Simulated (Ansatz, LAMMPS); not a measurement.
# Relaxing amorphous polyisobutylene (as short chains C22H46), from a frame at 640 K (136 atoms), part 2 of 2

Wanted: the relaxed structure of amorphous polyisobutylene (as short chains C22H46), from a frame at 640 K (136 atoms) and its electronic structure.

Ansatz 0.2.0; Kohn-Sham DFT, PBE+D3(BJ), PAW (set soft_2), plane waves.

The cell: 44 C and 92 H. The network of contacts between molecules at the start is that of the classical potential that made the cell. The density was typed from a rule of thumb and may lie off the real one at this temperature. Only the Γ point is sampled, in a cell whose shortest periodic width is 11 Å.

So far. Step 4 (Relaxation): The relaxation changed the energy by -81.4 meV/atom, and atoms moved by 0.64 Å r.m.s., 1.4 Å at most.

## 6. Single point at the relaxed geometry (continued)

Electrostatic potential energy in the ab plane at fractional z = 0.242, with atoms of C and H within 0.2 Å of it. With pseudopotentials it is smooth inside the atoms' cores, unlike the true potential.

Ten even steps from '_' (-47 eV) to '@' (4 eV), each cell a mean:
```
++==++--==++::::++==____==##%%%%**##@@@@@@@@@@@@@@@@@@@@@@@@@@@@
@@##::____**%%%%%%==____==%%@@@@@@@@@@@@@@@@@@@@@@@@@@@@@@@@@@@@
@@%%**--++%%@@@@@@%%****%%@@@@@@@@@@@@@@@@@@@@@@@@@@@@@@@@@@@@@@
@@@@@@%%@@@@@@@@@@@@%%%%%%@@@@@@@@@@@@@@@@@@@@@@@@@@@@@@@@@@@@@@
@@@@@@@@@@@@@@@@@@@@%%%%%%%%%%@@@@@@@@@@@@@@@@@@@@@@@@@@@@@@@@@@
@@@@@@@@@@@@@@@@@@@@@@@@@@%%%%@@@@@@@@@@@@@@@@@@@@@@@@@@@@@@@@@@
@@@@@@@@@@@@@@@@@@@@@@@@@@@@@@@@@@@@@@@@@@@@@@@@@@@@@@@@@@@@@@@@
@@@@@@@@@@@@@@@@@@@@@@@@@@@@@@@@@@@@@@@@@@@@@@@@@@@@@@@@@@@@@@@@
@@@@@@@@@@@@@@@@@@@@@@@@@@@@@@@@@@@@@@@@@@@@@@@@@@@@@@@@@@@@@@@@
@@@@@@@@@@@@@@@@@@%%%%@@@@@@@@@@@@@@@@@@@@%%%%@@@@@@@@@@@@@@@@@@
@@@@@@@@@@@@@@@@%%--==%%@@@@@@@@@@@@@@@@%%++**@@@@@@@@@@@@****@@
@@@@@@@@@@@@@@@@@@****##%%@@@@@@@@@@@@@@**::==##@@@@@@@@%%----%%
##%%@@@@@@@@@@@@@@@@%%####%%@@@@@@@@@@%%::____++@@@@@@@@%%++::--
====**@@@@@@@@@@@@@@@@##..--%%@@@@@@@@%%**::--##@@@@@@@@##..____
##%%%%@@@@@@@@@@@@@@@@@@####@@@@@@@@@@@@@@%%%%%%@@@@@@@@%%**----
@@@@@@@@@@@@@@@@@@@@@@@@@@@@@@@@@@@@@@@@@@%%%%%%@@@@@@@@@@@@@@@@
@@@@@@@@@@@@@@@@@@@@@@@@@@@@@@@@@@@@@@@@@@**==++%%@@@@@@@@@@@@@@
@@@@@@@@@@@@@@@@@@@@@@@@@@@@@@@@@@@@@@@@##..____++@@@@@@@@@@@@@@
@@@@@@@@@@@@@@@@@@@@@@@@@@@@@@@@@@@@@@%%%%==..::##@@@@@@@@%%%%@@
@@@@@@@@@@@@@@@@@@@@@@@@@@@@@@@@@@@@@@@@@@@@%%%%@@@@@@@@@@%%@@@@
@@@@@@@@@@@@@@@@@@@@@@@@@@@@@@@@@@@@@@@@@@@@@@@@@@@@@@@@@@@@@@@@
@@@@@@@@@@@@@@@@@@@@@@@@%%++++%%@@@@@@@@@@@@@@@@@@@@@@@@@@@@@@@@
@@@@@@@@@@##==--**@@@@%%--____==%%%%@@@@@@@@@@@@@@@@@@@@@@@@@@@@
****%%%%%%--____--######==....==..==%%@@@@@@@@@@@@@@@@@@@@@@@@@@
```
Columns run along a (11.4 Å; values clipped at the 3rd and 97th percentile), rows up along b (11.4 Å). Atoms in or near the plane, at fractional coordinates: C at (0.70, 0.25), C at (0.67, 0.47), C at (0.95, 0.43), H at (0.39, 0.42), H at (0.30, 0.55), H at (0.93, 0.52), C at (0.21, 0.01), C at (0.33, 0.95), C at (0.43, 0.04), H at (0.02, 0.98), H at (0.52, 0.00).

Mean Löwdin charges: C -0.29, H +0.17 e (they miss 1.1 % of the electrons, so they add up to more than the cell's charge). The largest share in the top eV of filled states is C p (75 % of the projected weight), and in the lowest eV of empty states H s (59 % of the projected weight).

The surroundings of C88, picked at random, nearest first, numbered as they follow in the input and with coordinates relative to it.

| atom | x | y | z | distance (Å) | bonds | Löwdin charge (e) |
| --- | --- | --- | --- | --- | --- | --- |
| C88 | 0.00 | 0.00 | 0.00 | 0.00 | 4 | -0.46 |
| H129 | -0.01 | 0.90 | 0.62 | 1.10 | 1 | 0.17 |
| H128 | 0.98 | -0.48 | 0.11 | 1.10 | 1 | 0.18 |
| H130 | -0.10 | 0.33 | -1.05 | 1.10 | 1 | 0.17 |
| C87 | -1.15 | -0.96 | 0.35 | 1.53 | 4 | 0.10 |
| C90 | -1.15 | -2.09 | -0.70 | 2.48 | 4 | -0.45 |
| C89 | -2.48 | -0.20 | 0.22 | 2.50 | 4 | -0.46 |
| C86 | -1.01 | -1.66 | 1.73 | 2.60 | 4 | -0.28 |
| H123 | 0.97 | 0.37 | 2.41 | 2.63 | 1 | 0.18 |
| H135 | -0.20 | -2.63 | -0.70 | 2.73 | 1 | 0.18 |
| H136 | -1.32 | -1.68 | -1.71 | 2.74 | 1 | 0.17 |
| H131 | -2.63 | 0.14 | -0.81 | 2.75 | 1 | 0.17 |
| H133 | -2.54 | 0.68 | 0.87 | 2.77 | 1 | 0.18 |

The column of bonds counts only the pairs H-C within 1.34 Å, C-C within 1.85 Å; other neighbours, such as metal atoms beside each other in a compound, aren't counted, and periodic images can show an atom twice.

## 7. What came out

```json
{"energy change in the relaxation": "-81.42 meV/atom", "r.m.s. displacement": "0.635 Å", "largest displacement": "1.43 Å", "free energy per atom": "-92.1289 eV/atom", "pressure": "-0.2199 GPa", "r.m.s. force component": "0.00413 eV/Å", "gap (highest filled to lowest empty level)": "5.26 eV", "wall time of the 3 DFT runs": "2.3 min"}
```

**Reading.** Relaxation lowers the energy by 81.4 meV/atom and moves atoms by 0.64 Å r.m.s.; the r.m.s. force component goes from 1.2 to 0.0041 eV/Å, the pressure goes from 2.8 to -0.22 GPa, and the gap from 5.01 to 5.26 eV. By the final cutoffs no bond was broken or made. From the first step to the last the energy fell by 11.074 eV, and the largest move was 1.43 Å (H28). The C-C bonds change most in mean length: from 1.532 Å (spread 0.042) to 1.548 Å (spread 0.011). With the cutoffs above, all C atoms have 4 and all H atoms have 1 bonded neighbour. The highest filled and lowest empty levels differ by 5.26 eV (at Γ alone); a semilocal functional tends to put such gaps too low. In a disordered cell it changes from sample to sample, and tail or defect levels can set it.

What to keep in mind: The network of contacts between molecules at the start is that of the classical potential that made the cell; in DFT atoms moved by 0.64 Å r.m.s.

[Logs are printed without paths, hosts, clocks, repeated set-up lines and the standing remarks that a program may print on its own settings, such as how far it seeks lower states.]

[Hosts, paths, dates, database ids (printed as entryN), source tags and the programs' standing remarks are cut or masked in the printed files.]
